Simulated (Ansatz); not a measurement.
## Rh wire along [111], 13 atoms a period: bands along the axis

What gap, if any, does the Rh wire along [111], 13 atoms a period have, and how many channels would it open?

Method: DFT PBE, plane waves, PAW; relaxation of a wire's period; PAW set soft_1, in the first sound run; inputs show where later runs differ, in Ansatz 0.2.0.

## 1. The starting structure

The cell holds 13 atoms: 13 Rh. Cell: a = 12.216 Å, b = 11.491 Å, c = 6.634 Å, α = 90.0°, β = 90.0°, γ = 90.0°. Vacuum lies along a and b. The structure's axis is c.

## 2. Relaxing the period

Band widths follow the bond lengths, so the wire is relaxed first. The atoms and the third cell vector are free; the box across stays fixed as vacuum. A Fermi-Dirac smearing is set since the result may be a metal. The pressure printed is a third of the stress's trace over the whole box, vacuum included; only the stress along the axis is relaxed.

File input.yaml:

```yaml
crystal:
  lattice:
    - [12.216, 0.0, 0.0]
    - [0.0, 11.491, 0.0]
    - [0.0, 0.0, 6.633754593]
  atoms:
    - { symbol: Rh, position: [0.389170718, 0.295883735, 0.0] }
    - { symbol: Rh, position: [0.500017925, 0.499990117, 0.0] }
    - { symbol: Rh, position: [0.610865132, 0.295883735, 0.0] }
    - { symbol: Rh, position: [0.72171234, 0.499990117, 0.0] }
    - { symbol: Rh, position: [0.389170718, 0.431954656, 0.333333333] }
    - { symbol: Rh, position: [0.500017925, 0.636061037, 0.333333333] }
    - { symbol: Rh, position: [0.610865132, 0.431954656, 0.333333333] }
    - { symbol: Rh, position: [0.389170718, 0.568025577, 0.666666667] }
    - { symbol: Rh, position: [0.500017925, 0.363919196, 0.666666667] }
    - { symbol: Rh, position: [0.610865132, 0.568025577, 0.666666667] }
    - { symbol: Rh, position: [0.27832351, 0.499990117, 0.0] }
    - { symbol: Rh, position: [0.389170718, 0.704096498, 0.0] }
    - { symbol: Rh, position: [0.610865132, 0.704096498, 0.0] }
kpoints:
  mp_grid: { grid: [1, 1, 13] }
scf:
  occupations: { method: fermi_dirac, width: 0.05 }
hamiltonian:
  xc: pbe
  pseudopotentials: { kind: paw, azcp: { folder: soft_1 } }
relax:
  cell: { fix: [a, b, alpha, beta, gamma] }
  max_steps: 45
  f_tol: 0.03
```

Started as:

```
ansatz run input.yaml --threads 4 --pin off --max-ram 16384MiB --backend cpu --events-out ev --progress --plain --runs-dir out
```

Numbers of over 12 decimals in the logs are rounded to 6 here.

What it wrote:

```text
Engine: ansatz 0.2.0, aarch64-unknown-linux-gnu
Pseudopotentials: kind: paw
Pseudopotential: Rh, paw, valence charge 17, recommended cutoff 420 eV (normal), soft_1/Rh.paw.azcp
Functional definition: PBE
  parameter kappa = 0.804
  parameter beta = 0.066725
  exchange = pbe_x(kappa = kappa, mu = beta*pi^2/3)
  correlation = pbe_c(beta = beta)
Crystal: 13 atoms, lattice volume = 931.207 Å³
Basis set: ecut = 420 eV, 18193 PW (Γ), exchange–correlation on 180×160×90 points (8 copies of the dense FFT grid, shifted against one another)
Bands: 133, of which v1, the nominal top of the filled ones, is band 111 counted from 1 (110 counted from 0)
Symmetry: 4 space group operations
Space group: P2/m (ITA 10), of the structure as read, at distance tolerance 9.8e-5 Å
k-points: 7 of 13
Non-local potential: Rh, projectors of the file, l = 0: 3, l = 1: 2, l = 2: 2, l = 3: 1
PAW form: soft (Blöchl's): semilocal exchange-correlation on the pseudo side does not see the compensation charge
PAW one-centre angular grid: Rh, 590 points (default); XC on 64 Gauss nodes
Initial density: superposition of atomic densities (neutral atoms: chi_scale 0, normalization atom)
Initial wavefunctions: pseudopotential atomic-orbital guess
Functional: x = pbe(κ = 0.804, μ = 0.219515), c = pbe(β = 0.066725)
SCF iter   1: F=—  HF=-83220.543322 eV  |F-HF|=—  |Δ(HF+E_count)|=         —  Δρ=3.75e-2  dr2=2.43e1  ethr=3.10e-3  ⟨swp⟩=8.0  Hψ=3514  notcnv=0  defer=4
preconditioner: auto → LDOS  [metal: Δε(μ)=0.006 eV  Ē_g=3.876 eV  σ=0.050 eV  W_gap=0.03  n_scr=150 (ndim 8)  ℏωp=13.2 eV  f_vac=0.641  D(μ)=54.80/eV (n_scr^D=540)  β→1.0]
SCF iter   2: F=—  HF=-83222.699783 eV  |F-HF|=—  |Δ(HF+E_count)|=    2.16e0  Δρ=5.62e-2  dr2=3.41e1  ethr=3.10e-3  ⟨swp⟩=3.4  Hψ=2507  notcnv=0  defer=36
SCF iter   3: F=—  HF=-83214.843149 eV  |F-HF|=—  |Δ(HF+E_count)|=    7.86e0  Δρ=1.18e-2  dr2=1.47e0  ethr=3.10e-3  ⟨swp⟩=3.0  Hψ=2027  notcnv=0  defer=30
SCF iter   4: F=—  HF=-83214.789577 eV  |F-HF|=—  |Δ(HF+E_count)|=   5.36e-2  Δρ=1.57e-2  dr2=1.45e0  ethr=6.64e-4  ⟨swp⟩=2.0  Hψ=1876  notcnv=0  defer=35
SCF iter   5: F=—  HF=-83214.620139 eV  |F-HF|=—  |Δ(HF+E_count)|=   1.69e-1  Δρ=2.97e-3  dr2=1.13e-1  ethr=6.56e-4  ⟨swp⟩=2.0  Hψ=955  notcnv=0  defer=35
SCF iter   6: F=—  HF=-83214.622087 eV  |F-HF|=—  |Δ(HF+E_count)|=   1.95e-3  Δρ=1.96e-3  dr2=3.51e-2  ethr=5.11e-5  ⟨swp⟩=2.0  Hψ=1380  notcnv=0  defer=35
SCF iter   7: F=—  HF=-83214.620169 eV  |F-HF|=—  |Δ(HF+E_count)|=   1.92e-3  Δρ=8.79e-4  dr2=1.39e-2  ethr=1.59e-5  ⟨swp⟩=1.3  Hψ=917  notcnv=0  defer=35
SCF iter   8: F=—  HF=-83214.620331 eV  |F-HF|=—  |Δ(HF+E_count)|=   1.62e-4  Δρ=5.36e-4  dr2=6.26e-3  ethr=6.27e-6  ⟨swp⟩=1.3  Hψ=974  notcnv=0  defer=35
SCF iter   9: F=—  HF=-83214.620258 eV  |F-HF|=—  |Δ(HF+E_count)|=   7.39e-5  Δρ=3.33e-4  dr2=1.54e-3  ethr=2.83e-6  ⟨swp⟩=1.1  Hψ=897  notcnv=0  defer=35
SCF iter  10: F=—  HF=-83214.620253 eV  |F-HF|=—  |Δ(HF+E_count)|=   4.52e-6  Δρ=1.82e-4  dr2=5.59e-4  ethr=6.95e-7  ⟨swp⟩=1.3  Hψ=898  notcnv=0  defer=35
SCF iter  11: F=—  HF=-83214.620251 eV  |F-HF|=—  |Δ(HF+E_count)|=   1.79e-6  Δρ=7.38e-5  dr2=9.82e-5  ethr=2.53e-7  ⟨swp⟩=1.1  Hψ=934  notcnv=0  defer=35
SCF iter  12: F=—  HF=-83214.620450 eV  |F-HF|=—  |Δ(HF+E_count)|=   1.99e-4  Δρ=5.22e-5  dr2=5.67e-5  ethr=4.44e-8  ⟨swp⟩=1.3  Hψ=937  notcnv=0  defer=35
SCF iter  13: F=—  HF=-83214.620452 eV  |F-HF|=—  |Δ(HF+E_count)|=   1.64e-6  Δρ=2.18e-5  dr2=8.45e-6  ethr=2.57e-8  ⟨swp⟩=1.0  Hψ=896  notcnv=0  defer=35
SCF iter  14: F=—  HF=-83214.620453 eV  |F-HF|=—  |Δ(HF+E_count)|=   1.29e-6  Δρ=1.03e-5  dr2=1.51e-6  ethr=3.82e-9  ⟨swp⟩=1.1  Hψ=956  notcnv=0  defer=35
SCF iter  15: F=—  HF=-83214.620453 eV  |F-HF|=—  |Δ(HF+E_count)|=   5.23e-8  Δρ=4.67e-6  dr2=2.57e-7  ethr=6.83e-10  ⟨swp⟩=1.3  Hψ=1010  notcnv=0  defer=35
SCF iter  16: F=-83214.620453 eV  HF=-83214.620453 eV  |F-HF|=6.23e-9  |Δ(HF+E_count)|=   3.30e-8  Δρ=1.63e-6  dr2=2.13e-8  ethr=4.52e-11  ⟨swp⟩=4.0  Hψ=2939  notcnv=0
SCF 1 converged in 16 iterations: F = -83214.620453 eV  dr2 = 2.13e-8
  greatest PAW one-centre occupation: 1.000 electrons in one spin orbital (limit 2), on the Rh atom at site 1 (counted from 0), in its partial waves of l = 0
relax step   1: F+E_penalty+E_count = -83214.62045311 eV  Δ(F+E_penalty+E_count) = +0.000e0 eV  max|allowed force component| = 1.730e0 eV/Å  Δτ_max = 0.0000 Å  P = -3.669 GPa  Ω = 931.207 Å³  fix = [a, b, alpha, beta, gamma]  reactions: a -3.364, b -3.408 GPa; alpha -0.002 GPa/rad  (16 SCF iters, dr2 threshold 1.00e-7 eV, accepted)
Crystal: 13 atoms, lattice volume = 900.698 Å³
Basis set: ecut = 420 eV, 17599 PW (Γ), exchange–correlation on 180×160×90 points (8 copies of the dense FFT grid, shifted against one another)
Initial density: handed on by an earlier stage of this run
Initial wavefunctions: those handed on with the density
SCF iter   1: F=—  HF=-83216.594750 eV  |F-HF|=—  |Δ(HF+E_count)|=         —  Δρ=2.13e-2  dr2=9.64e0  ethr=3.10e-3  ⟨swp⟩=6.6  Hψ=3332  notcnv=0  defer=4
preconditioner: auto → LDOS  [metal: Δε(μ)=0.026 eV  Ē_g=4.187 eV  σ=0.050 eV  W_gap=0.13  n_scr=150 (ndim 8)  ℏωp=13.4 eV  f_vac=0.675  D(μ)=44.07/eV (n_scr^D=390)  β→1.0]
SCF iter   2: F=—  HF=-83216.280642 eV  |F-HF|=—  |Δ(HF+E_count)|=   3.14e-1  Δρ=1.01e-2  dr2=5.17e-1  ethr=3.10e-3  ⟨swp⟩=2.0  Hψ=1138  notcnv=0  defer=34
SCF iter   3: F=—  HF=-83216.245646 eV  |F-HF|=—  |Δ(HF+E_count)|=   3.50e-2  Δρ=7.39e-3  dr2=7.69e-1  ethr=2.34e-4  ⟨swp⟩=2.4  Hψ=1807  notcnv=0  defer=34
SCF iter   4: F=—  HF=-83216.197593 eV  |F-HF|=—  |Δ(HF+E_count)|=   4.81e-2  Δρ=2.56e-3  dr2=3.65e-2  ethr=2.34e-4  ⟨swp⟩=2.0  Hψ=1310  notcnv=0  defer=36
SCF iter   5: F=—  HF=-83216.193566 eV  |F-HF|=—  |Δ(HF+E_count)|=   4.03e-3  Δρ=1.14e-3  dr2=1.30e-2  ethr=1.65e-5  ⟨swp⟩=2.1  Hψ=1346  notcnv=0  defer=36
SCF iter   6: F=—  HF=-83216.193150 eV  |F-HF|=—  |Δ(HF+E_count)|=   4.16e-4  Δρ=5.07e-4  dr2=5.05e-3  ethr=5.90e-6  ⟨swp⟩=1.9  Hψ=1082  notcnv=0  defer=36
SCF iter   7: F=—  HF=-83216.192954 eV  |F-HF|=—  |Δ(HF+E_count)|=   1.96e-4  Δρ=3.22e-4  dr2=1.84e-3  ethr=2.28e-6  ⟨swp⟩=1.3  Hψ=899  notcnv=0  defer=36
SCF iter   8: F=—  HF=-83216.192913 eV  |F-HF|=—  |Δ(HF+E_count)|=   4.10e-5  Δρ=1.02e-4  dr2=1.92e-4  ethr=8.34e-7  ⟨swp⟩=1.9  Hψ=1071  notcnv=0  defer=36
SCF iter   9: F=—  HF=-83216.193381 eV  |F-HF|=—  |Δ(HF+E_count)|=   4.68e-4  Δρ=4.27e-5  dr2=3.11e-5  ethr=8.67e-8  ⟨swp⟩=1.9  Hψ=1181  notcnv=0  defer=36
SCF iter  10: F=—  HF=-83216.193381 eV  |F-HF|=—  |Δ(HF+E_count)|=   2.26e-7  Δρ=1.78e-5  dr2=3.86e-6  ethr=1.41e-8  ⟨swp⟩=2.0  Hψ=1036  notcnv=0  defer=36
[...]
SCF iter   7: F=—  HF=-83216.332256 eV  |F-HF|=—  |Δ(HF+E_count)|=   4.19e-4  Δρ=1.39e-4  dr2=2.15e-4  ethr=5.51e-7  ⟨swp⟩=2.0  Hψ=1339  notcnv=0
SCF iter   8: F=—  HF=-83216.332282 eV  |F-HF|=—  |Δ(HF+E_count)|=   2.60e-5  Δρ=5.04e-5  dr2=4.11e-5  ethr=9.73e-8  ⟨swp⟩=1.7  Hψ=1152  notcnv=0
SCF iter   9: F=-83216.332283 eV  HF=-83216.332284 eV  |F-HF|=2.16e-7  |Δ(HF+E_count)|=   1.38e-6  Δρ=1.21e-5  dr2=1.17e-6  ethr=5.88e-10  ⟨swp⟩=3.6  Hψ=3807  notcnv=0
SCF 3 converged in 9 iterations: F = -83216.332283 eV  dr2 = 1.17e-6
relax step   3: F+E_penalty+E_count = -83216.33228336 eV  Δ(F+E_penalty+E_count) = -1.389e-1 eV  max|allowed force component| = 1.949e-1 eV/Å  Δτ_max = 0.0654 Å  P = +0.107 GPa  Ω = 881.772 Å³  energy of the carried Pulay correction = +5.239e-3 eV  fix = [a, b, alpha, beta, gamma]  reactions: a -0.141, b -0.152 GPa; alpha -0.003 GPa/rad  (9 SCF iters, dr2 threshold 1.30e-6 eV, accepted)
[...]
relax step   4: F+E_penalty+E_count = -83216.36629389 eV  Δ(F+E_penalty+E_count) = -3.401e-2 eV  max|allowed force component| = 6.391e-2 eV/Å  Δτ_max = 0.0182 Å  P = -0.045 GPa  Ω = 892.451 Å³  energy of the carried Pulay correction = +4.083e-3 eV  fix = [a, b, alpha, beta, gamma]  reactions: a -0.067, b -0.074 GPa; alpha -0.004 GPa/rad  (9 SCF iters, dr2 threshold 1.30e-6 eV, accepted)
[...]
relax step   5: F+E_penalty+E_count = -83216.36813040 eV  Δ(F+E_penalty+E_count) = -1.837e-3 eV  max|allowed force component| = 1.023e-2 eV/Å  Δτ_max = 0.0050 Å  P = +0.014 GPa  Ω = 893.760 Å³  energy of the carried Pulay correction = +3.943e-3 eV  fix = [a, b, alpha, beta, gamma]  reactions: a +0.026, b +0.023 GPa; alpha -0.003 GPa/rad  (9 SCF iters, dr2 threshold 2.55e-7 eV, accepted)
Initial wavefunctions: pseudopotential atomic-orbital guess (no wavefunctions were taken with the density)
iter 1 solved again at ethr=1.89e-6 eV; its pass at ethr=3.10e-3 eV (dr2=4.18e-3 eV) is discarded
SCF iter   1: F=—  HF=-83216.362385 eV  |F-HF|=—  |Δ(HF+E_count)|=         —  Δρ=7.42e-5  dr2=8.67e-6  ethr=1.89e-6  ⟨swp⟩=4.0  Hψ=6234  notcnv=0
eigensolver tolerance schedule: the retry pair's looser diagonalisation over-reported the residual by 481.39 of it (diagonalisation noise at 0.42 of the residual, at the tolerance the schedule requests for it); recorded, not acted on — ethr = c·dr2/N_el stays at c = 1.0e-1
preconditioner: auto → LDOS  [metal: Δε(μ)=0.009 eV  Ē_g=4.082 eV  σ=0.050 eV  W_gap=0.04  n_scr=150 (ndim 8)  ℏωp=13.4 eV  f_vac=0.667  D(μ)=51.91/eV (n_scr^D=512)  β→1.0]
SCF iter   2: F=—  HF=-83216.362686 eV  |F-HF|=—  |Δ(HF+E_count)|=   3.01e-4  Δρ=3.23e-5  dr2=4.96e-6  ethr=3.92e-9  ⟨swp⟩=3.0  Hψ=2125  notcnv=0
SCF iter   3: F=—  HF=-83216.362685 eV  |F-HF|=—  |Δ(HF+E_count)|=   1.38e-6  Δρ=1.31e-5  dr2=1.13e-6  ethr=2.24e-9  ⟨swp⟩=2.3  Hψ=1697  notcnv=0
SCF iter   4: F=—  HF=-83216.362685 eV  |F-HF|=—  |Δ(HF+E_count)|=   1.82e-7  Δρ=3.33e-6  dr2=6.68e-8  ethr=5.13e-10  ⟨swp⟩=2.1  Hψ=1369  notcnv=0
SCF iter   5: F=—  HF=-83216.362685 eV  |F-HF|=—  |Δ(HF+E_count)|=   4.53e-9  Δρ=8.88e-7  dr2=6.92e-9  ethr=3.02e-11  ⟨swp⟩=2.0  Hψ=1379  notcnv=0
SCF iter   6: F=—  HF=-83216.362685 eV  |F-HF|=—  |Δ(HF+E_count)|=   2.18e-9  Δρ=4.42e-7  dr2=3.10e-9  ethr=3.13e-12  ⟨swp⟩=2.4  Hψ=1651  notcnv=0
SCF iter   7: F=—  HF=-83216.362685 eV  |F-HF|=—  |Δ(HF+E_count)|=  5.82e-11  Δρ=2.45e-7  dr2=1.05e-9  ethr=1.40e-12  ⟨swp⟩=1.6  Hψ=1116  notcnv=0
SCF iter   8: F=—  HF=-83216.362685 eV  |F-HF|=—  |Δ(HF+E_count)|=    0.00e0  Δρ=1.73e-7  dr2=4.13e-10  ethr=1.00e-12  ⟨swp⟩=1.0  Hψ=931  notcnv=0
SCF iter   9: F=-83216.362685 eV  HF=-83216.362685 eV  |F-HF|=1.16e-10  |Δ(HF+E_count)|=  8.73e-11  Δρ=6.58e-8  dr2=8.66e-11  ethr=1.00e-12  ⟨swp⟩=3.6  Hψ=3022  notcnv=0
SCF 6 converged in 9 iterations: F = -83216.362685 eV  dr2 = 8.66e-11
relax step   6: F+E_penalty+E_count = -83216.36268491 eV  Δ(F+E_penalty+E_count) = +5.445e-3 eV  max|allowed force component| = 1.085e-2 eV/Å  Δτ_max = 0.0000 Å  P = +0.023 GPa  Ω = 893.760 Å³  fix = [a, b, alpha, beta, gamma]  reactions: a +0.035, b +0.032 GPa; alpha -0.003 GPa/rad  stress off target by 2.79e-3 GPa on what of the cell is left free  SCF on the basis re-selected at this cell (its energy is not comparable with the rows above)  (9 SCF iters)
basis re-selected at this cell: Δ(F+E_penalty+E_count) = +5.445e-3 eV, ΔP = +0.009 GPa vs the last step (what re-selecting the basis moved, of the pressure what is left beyond the Pulay correction that the steps carried, after the strain that the cell walked since its last selection, with what the two solves' SCF thresholds leave and, on support functions, any second-order correction that the steps lacked; it is no m [...]
SCF converged after 9 iterations
Free energy (F): -83216.362685 eV
Harris-Foulkes:  -83216.362685 eV  (|F-HF|=1.16e-10)
Internal energy: -83215.949222 eV  (E = F + TS)
E sigma→0 (E₀):  -83216.155954 eV
Entropy (-TS):   -0.413463 eV (-31.805 meV/atom)
Fermi energy:    0.815069 eV
--- Per-component energies (eV) ---
  E_band       = -5714.410581
  E_kinetic    = 6972.585493
  E_local      = -120648.272603  (includes V_loc(G=0)·N_el)
  E_nonlocal   = 3915.314465
  E_hartree    = 55538.494928
  E_xc         = -2596.313960
  E_vxc        = -3253.919051  (∫ρ·V_xc dr)
  E_paw        = -46857.700601  (= ΣΔE_a)
  E_vpaw       = -3777.111478  (= ΣTr[D̂ρ^β])
  E_aug_tail   = 0.001021  (compensation charges beyond the density's cutoff)
  E_ewald      = 20459.942035
  E_smearing   = -0.413463  (= −TS)
  E_closure    = 0.000000  (closes the sum)
  Σ components = -83216.362685   (vs F -83216.362685, Δ=0.00e0)
--- Forces (eV/Å), atoms counted from 1 ---
  atom   1  Rh     0.00891663     0.00587413    -0.00015027
  atom   2  Rh     0.00000000     0.00000000     0.00000000
  atom   3  Rh    -0.00891663     0.00587413    -0.00015027
  atom   4  Rh    -0.00562235     0.00000000     0.00000000
  atom   5  Rh     0.00160062     0.00317977     0.01084694
  atom   6  Rh    -0.00000000    -0.00476742     0.01082725
  atom   7  Rh    -0.00160062     0.00317977     0.01084694
  atom   8  Rh     0.00160062    -0.00317977    -0.01084694
  atom   9  Rh     0.00000000     0.00476742    -0.01082725
  atom  10  Rh    -0.00160062    -0.00317977    -0.01084694
  atom  11  Rh     0.00562235    -0.00000000    -0.00000000
  atom  12  Rh     0.00891663    -0.00587413     0.00015027
  atom  13  Rh    -0.00891663    -0.00587413     0.00015027
  max |Σ_I F_I| component: 1.98e-18 eV/Å
--- Stress (GPa, compression-positive) ---
        0.035003      -0.000000      -0.000000
       -0.000000       0.031701       0.003419
       -0.000000       0.003419       0.002792
  P = ⅓ Tr σ = 0.0232 GPa (0.232 kbar)
--- Relaxed structure (5 steps of the walk, 5 accepted, 1 SCFs on fresh bases) ---
  F+E_penalty+E_count = -83216.36268491 eV   max|allowed force component| = 1.085e-2 eV/Å   (the final SCF, on the basis selected at the relaxed cell)
  cell:  # Å, volume = 893.7604 Å³
    - [12.216, 0, 0]
    - [0, 11.491, 0]
    - [0, 0, 6.366991]
  atoms:
    - { symbol: Rh, position: [0.395365, 0.307357, -6.948626317768542e-5] }
    - { symbol: Rh, position: [0.500018, 0.5, 1.1864910980750632e-19] }
    - { symbol: Rh, position: [0.604671, 0.307357, -6.948626317768542e-5] }
    - { symbol: Rh, position: [0.709504, 0.5, 1.1864910980751393e-19] }
    - { symbol: Rh, position: [0.393371, 0.434632, 0.340682] }
    - { symbol: Rh, position: [0.500018, 0.630844, 0.340883] }
    - { symbol: Rh, position: [0.606664, 0.434632, 0.340682] }
    - { symbol: Rh, position: [0.393371, 0.565368, 0.659318] }
    - { symbol: Rh, position: [0.500018, 0.369156, 0.659117] }
    - { symbol: Rh, position: [0.606664, 0.565368, 0.659318] }
    - { symbol: Rh, position: [0.290531, 0.5, 1.1864910980751244e-19] }
    - { symbol: Rh, position: [0.395365, 0.692643, 6.948626317768565e-5] }
    - { symbol: Rh, position: [0.604671, 0.692643, 6.948626317768565e-5] }
```

Wall time 99 s (4 threads of Arm Neoverse V1, shared host); peak memory 2.5 GiB; 6.5 min of CPU time.

(Continued in part 2 of 2.)

[Logs are printed without paths, hosts, clocks, repeated set-up lines and the standing remarks that a program may print on its own settings, such as how far it seeks lower states.]

[Hosts, paths, dates, database ids (printed as entryN), source tags and the programs' standing remarks are cut or masked in the printed files.]
